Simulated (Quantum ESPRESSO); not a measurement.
# SiC (Moissanite): optical spectrum from first principles, part 3 of 3

Wanted: where SiC (Moissanite) starts to absorb, how strongly, and its refractive index.

Quantum ESPRESSO 7.5; DFT, PBE, plane waves with norm-conserving potentials (PseudoDojo), scalar-relativistic, independent-particle optical response without local fields and without the non-local commutator.

So far. Step 2 (Ground state): There is a gap, 2.59 eV on this mesh (points off the mesh can give less), so no carriers' term is needed.

## Step 5: Dielectric function

The spectrum is a sum over vertical transitions between filled and empty bands at the fixed density, so many empty bands are needed.

This step: DFT, PBE, plane waves with norm-conserving potentials (PseudoDojo), scalar-relativistic, independent-particle optical response without local fields and without the non-local commutator (Quantum ESPRESSO 7.5).

File epsilon.in:

```
&inputpp
  prefix = 'x'
  outdir = './tmp'
  calculation = 'eps'
/
&energy_grid
  smeartype = 'gauss'
  intersmear = 0.2
  wmin = 0.0
  wmax = 22
  nw = 500
/
```

Run with:

```console
> mpirun -n 4 epsilon.x -nk 4 -in epsilon.in
```

Log:

```text
[banner, memory and clock lines left out]

     Broadcasting variables...

     IMPORTANT: XC functional enforced from input :
     Exchange-correlation= PBE
                           (   1   4   3   4   0   0   0)
     Any further DFT definition will be discarded

     G-vector sticks info

     Fermi energy [eV] is:  9.79804
     The system is a dielectric...
     metallic system: redefining wmin =     0.000000

     Performing eps calculation...

     xx,yy,zz plasmon frequences [eV] are:    22.007842646   22.007842649   22.050662240
```

Wall time 2.1 s (4 MPI ranks of Arm Neoverse N1, shared host); peak memory 0.04 GiB.

Numbers from this step:

* electronic dielectric constant ε∞, mean over x, y and z (by symmetry where fewer were run): 8.537
* main peak of Im epsilon, first axis: 6.264 eV

Some rows of epsi_x.dat:

```text
# energy grid [eV]     epsi_x  epsi_y  epsi_z
#
    0.176352705    0.004869662    0.004869662    0.006089150
    1.234468938    0.036468634    0.036468634    0.046109059
    2.292585170    0.081397804    0.081397805    0.106486461
    3.350701403    0.169975960    0.169975960    0.242832330
    4.408817635    0.511208857    0.511208857    1.043267364
    5.466933868    5.350584189    5.350584190   11.565412595
    6.525050100   18.019206580   18.019206580   23.677923197
    7.583166333   16.253155968   16.253155969   21.565106832
    8.641282565   13.110561256   13.110561256    9.770030371
    9.699398798    7.731370485    7.731370485    6.022807214
   10.757515030    6.288196557    6.288196557    5.423152528
   11.815631263    3.274943139    3.274943140    3.566365763
   12.873747495    2.469865090    2.469865091    2.510073290
   13.931863727    1.845285414    1.845285415    1.690912671
   14.989979960    1.199055119    1.199055120    1.084168560
   16.048096192    0.811663043    0.811663044    0.773115932
   17.106212425    0.592643939    0.592643940    0.551368265
   18.164328657    0.408202986    0.408202987    0.496148406
   19.222444890    0.391930316    0.391930317    0.375058255
```

The Im ε has structure finer than the step of the table below, so its rows give means over 0.5 eV, whole bins alone (the curve runs from 0 to 19.4 eV). Peaks (eV: height): E ∥ x or y 6.26: 24.5, 7.36: 22.1; E ∥ z 5.07: 14.5, 6.39: 32.4, 7.54: 21.8.

Values under the direct gap are tails of Lorentzian lines. The Im ε by photon energy; means over each step:

| photon energy (eV) | E ∥ x or y | E ∥ z |
| --- | --- | --- |
| 0.5 | 0.0140 | 0.0175 |
| 1.0 | 0.0289 | 0.0365 |
| 1.5 | 0.0460 | 0.0585 |
| 2.0 | 0.0668 | 0.0864 |
| 2.5 | 0.0941 | 0.125 |
| 3.0 | 0.133 | 0.182 |
| 3.5 | 0.193 | 0.283 |
| 4.0 | 0.305 | 0.511 |
| 4.5 | 0.663 | 1.80 |
| 5.0 | 2.78 | 9.81 |
| 5.5 | 6.23 | 12.4 |
| 6.0 | 18.8 | 18.6 |
| 6.5 | 20.1 | 24.4 |
| 7.0 | 20.3 | 17.8 |
| 7.5 | 18.1 | 19.8 |
| 8.0 | 14.8 | 12.4 |
| 8.5 | 13.5 | 10.9 |
| 9.0 | 11.8 | 10.4 |
| 9.5 | 8.16 | 7.90 |
| 10.0 | 7.00 | 6.05 |
| 10.5 | 5.85 | 4.68 |
| 11.0 | 5.11 | 4.02 |
| 11.5 | 3.96 | 3.48 |
| 12.0 | 3.21 | 3.45 |
| 12.5 | 2.26 | 2.34 |
| 13.0 | 2.27 | 2.38 |
| 13.5 | 1.98 | 1.92 |
| 14.0 | 1.85 | 1.57 |
| 14.5 | 1.33 | 0.990 |
| 15.0 | 1.19 | 1.08 |
| 15.5 | 1.00 | 0.998 |
| 16.0 | 0.830 | 0.821 |
| 16.5 | 0.700 | 0.662 |
| 17.0 | 0.590 | 0.586 |
| 17.5 | 0.523 | 0.566 |
| 18.0 | 0.449 | 0.540 |
| 18.5 | 0.411 | 0.424 |
| 19.0 | 0.428 | 0.415 |

The Re ε by photon energy:

| photon energy (eV) | E ∥ x or y | E ∥ z |
| --- | --- | --- |
| 0.0 | 8.30 | 9.02 |
| 0.5 | 8.33 | 9.06 |
| 1.0 | 8.44 | 9.20 |
| 1.5 | 8.62 | 9.43 |
| 2.0 | 8.90 | 9.79 |
| 2.5 | 9.30 | 10.3 |
| 3.0 | 9.85 | 11.1 |
| 3.5 | 10.6 | 12.2 |
| 4.0 | 11.8 | 14.0 |
| 4.5 | 13.8 | 17.8 |
| 5.0 | 17.1 | 20.6 |
| 5.5 | 20.5 | 21.8 |
| 6.0 | 19.7 | 16.0 |
| 6.5 | 8.22 | -1.47 |
| 7.0 | 6.14 | 3.32 |
| 7.5 | -2.54 | -0.00620 |
| 8.0 | -0.387 | -4.45 |
| 8.5 | -3.22 | -4.52 |
| 9.0 | -3.64 | -5.03 |
| 9.5 | -6.14 | -7.78 |
| 10.0 | -5.72 | -4.95 |
| 10.5 | -4.00 | -4.82 |
| 11.0 | -5.18 | -5.22 |
| 11.5 | -4.47 | -3.06 |
| 12.0 | -4.03 | -3.89 |
| 12.5 | -3.36 | -3.49 |
| 13.0 | -3.18 | -3.20 |
| 13.5 | -2.98 | -3.10 |
| 14.0 | -2.56 | -2.80 |
| 14.5 | -2.48 | -2.21 |
| 15.0 | -2.14 | -2.04 |
| 15.5 | -1.94 | -1.62 |
| 16.0 | -1.76 | -1.76 |
| 16.5 | -1.59 | -1.52 |
| 17.0 | -1.36 | -1.28 |
| 17.5 | -1.21 | -1.08 |
| 18.0 | -1.10 | -1.04 |
| 18.5 | -0.912 | -0.945 |
| 19.0 | -0.804 | -0.758 |

The reflectivity at normal incidence has structure finer than the step of the table below, so its rows give means over 1 eV, whole bins alone (the curve runs from 0 to 19.4 eV). Peaks (eV: height): E ∥ x or y 7.4: 56.5, 9.3: 64.0, 10.2: 62.1, 12.3: 67.9, 18.0: 69.0; E ∥ z 9.5: 66.0, 12.4: 66.5, 14.3: 74.1, 15.3: 67.2, 16.6: 68.5, 18.6: 67.0, 19.4: 66.1.

Reflectivity at normal incidence against photon energy; means over each step:

```csv
photon energy (eV),E ∥ x or y (%),E ∥ z (%)
1,23.8,25.4
2,24.8,26.6
3,26.8,29.0
4,30.4,33.8
5,37.3,42.0
6,48.3,49.7
7,50.8,51.4
8,51.6,56.5
9,56.8,55.9
10,57.2,60.7
11,58.7,59.2
12,63.1,58.5
13,60.0,59.4
14,61.7,66.7
15,64.1,63.7
16,65.9,63.9
17,67.3,65.3
18,66.6,61.6
```

Refractive index n and extinction k against photon energy:

```csv
photon energy (eV),"n, E ∥ x or y","k, E ∥ x or y","n, E ∥ z","k, E ∥ z"
0,2.88,0,3.00,0
1,2.90,0.00496,3.03,0.00599
2,2.98,0.0112,3.13,0.0137
3,3.14,0.0210,3.33,0.0272
4,3.44,0.0434,3.74,0.0657
5,4.15,0.396,4.71,1.25
6,4.91,2.10,4.47,1.99
7,3.69,2.73,3.16,2.59
8,2.75,2.82,1.97,2.88
9,2.13,2.86,1.85,2.90
10,1.36,2.75,1.18,2.52
11,1.00,2.49,0.839,2.43
12,0.807,2.16,0.897,2.17
13,0.584,1.88,0.674,1.91
14,0.583,1.70,0.484,1.74
15,0.396,1.52,0.365,1.48
16,0.303,1.36,0.299,1.36
17,0.252,1.19,0.260,1.16
18,0.201,1.07,0.250,1.05
19,0.242,0.929,0.238,0.902
```

The loss function −Im 1/ε at q → 0 has structure finer than the step of the table below, so its rows give means over 0.5 eV, whole bins alone (the curve runs from 0 to 19.4 eV). Peaks (eV: height): E ∥ x or y 19.00: 0.531; E ∥ z 15.52: 0.284, 17.64: 0.463, 19.00: 0.567.

Values under the direct gap are tails of Lorentzian lines. Table of loss function −Im 1/ε at q → 0 by energy loss; means over each step:

| energy loss (eV) | E ∥ x or y | E ∥ z |
| --- | --- | --- |
| 0.5 | 2.0e-4 | 2.1e-4 |
| 1.0 | 4.1e-4 | 4.3e-4 |
| 1.5 | 6.2e-4 | 6.6e-4 |
| 2.0 | 8.4e-4 | 9.0e-4 |
| 2.5 | 0.00108 | 0.00117 |
| 3.0 | 0.00136 | 0.00148 |
| 3.5 | 0.00169 | 0.00189 |
| 4.0 | 0.00215 | 0.00254 |
| 4.5 | 0.00332 | 0.00492 |
| 5.0 | 0.00946 | 0.0226 |
| 5.5 | 0.0128 | 0.0236 |
| 6.0 | 0.0242 | 0.0297 |
| 6.5 | 0.0420 | 0.0403 |
| 7.0 | 0.0458 | 0.0550 |
| 7.5 | 0.0556 | 0.0483 |
| 8.0 | 0.0669 | 0.0693 |
| 8.5 | 0.0689 | 0.0798 |
| 9.0 | 0.0721 | 0.0775 |
| 9.5 | 0.0793 | 0.0739 |
| 10.0 | 0.0875 | 0.0959 |
| 10.5 | 0.112 | 0.106 |
| 11.0 | 0.0959 | 0.102 |
| 11.5 | 0.112 | 0.149 |
| 12.0 | 0.109 | 0.127 |
| 12.5 | 0.133 | 0.138 |
| 13.0 | 0.152 | 0.156 |
| 13.5 | 0.164 | 0.154 |
| 14.0 | 0.171 | 0.147 |
| 14.5 | 0.165 | 0.162 |
| 15.0 | 0.192 | 0.209 |
| 15.5 | 0.198 | 0.245 |
| 16.0 | 0.218 | 0.227 |
| 16.5 | 0.228 | 0.252 |
| 17.0 | 0.262 | 0.298 |
| 17.5 | 0.300 | 0.385 |
| 18.0 | 0.329 | 0.394 |
| 18.5 | 0.416 | 0.419 |
| 19.0 | 0.498 | 0.525 |

At chosen wavelengths:

| wavelength (nm) | n xy | k xy | R (%) xy | 1/α xy | n z | k z | R (%) z | 1/α z |
| --- | --- | --- | --- | --- | --- | --- | --- | --- |
| 1550 | 2.90 | 0.004 | 23.7 | 31 µm | 3.02 | 0.005 | 25.3 | 26 µm |
| 1064 | 2.91 | 0.006 | 23.9 | 14 µm | 3.04 | 0.007 | 25.5 | 12 µm |
| 633 | 2.98 | 0.011 | 24.7 | 4.6 µm | 3.12 | 0.013 | 26.5 | 3.8 µm |
| 532 | 3.02 | 0.014 | 25.3 | 3.1 µm | 3.18 | 0.017 | 27.2 | 2.5 µm |
| 365 | 3.23 | 0.027 | 27.8 | 1.1 µm | 3.45 | 0.037 | 30.3 | 792 nm |
| 308 | 3.45 | 0.044 | 30.3 | 552 nm | 3.76 | 0.068 | 33.6 | 361 nm |
| 193 | 3.77 | 2.622 | 49.1 | 5.9 nm | 4.32 | 3.714 | 59.0 | 4.1 nm |

Below the direct gap, k and the depth come from the tails of the Lorentzian lines, not from transitions.

Rows near the edge hang on the gap, which this functional as a rule makes too small, and phonon-assisted absorption is left out.

At 1064 nm the birefringence n(z) − n(x) is +0.130: the crystal is uniaxial positive at this level.

## Step 6: Results

```yaml
electronic_dielectric_constant_eps_infinity_mean_over_x_y_and_z_by_symmetry_where_fewer_were_run_independent_particles: 8.54
main_peak_of_im_epsilon_first_axis: 6.26 eV
```

In words: At this level (PBE, independent particles) SiC has a mean ε∞ = 8.54 and n = 2.90 at 1550 nm (E ∥ x), and Im ε peaks at 6.3 eV (E ∥ x). Distinct maxima of Im ε, read by a parabola through the highest points, lie at 6.26 eV (25), 6.81 eV (21), 7.34 eV (22) and 8.04 eV (16) for E ∥ x or y. The static values by axis are 8.30 (xy), 9.02 (z). At 1064 nm the birefringence n(z) − n(x) is +0.130: the crystal is uniaxial positive at this level. Excitons and phonon-assisted transitions are missing, and so are local fields; PBE gaps are as a rule too small, which pulls the onset down and ε∞ up. epsilon.x leaves out the commutator of the non-local potential, so its intensities are off, as a rule too high. The sum runs over mesh points, so small or evenly spaced maxima can still be ripples of the mesh. The curves end at 19 eV, about where the summed bands run out.

[Machine, clock, banner and «Message from routine» lines are left out of the logs.]

[Logs are printed without paths, hosts, clocks, repeated set-up lines and the standing remarks that a program may print on its own settings, such as how far it seeks lower states.]

[Hosts, paths, dates, database ids (printed as entryN), source tags and the programs' standing remarks are cut or masked in the printed files.]
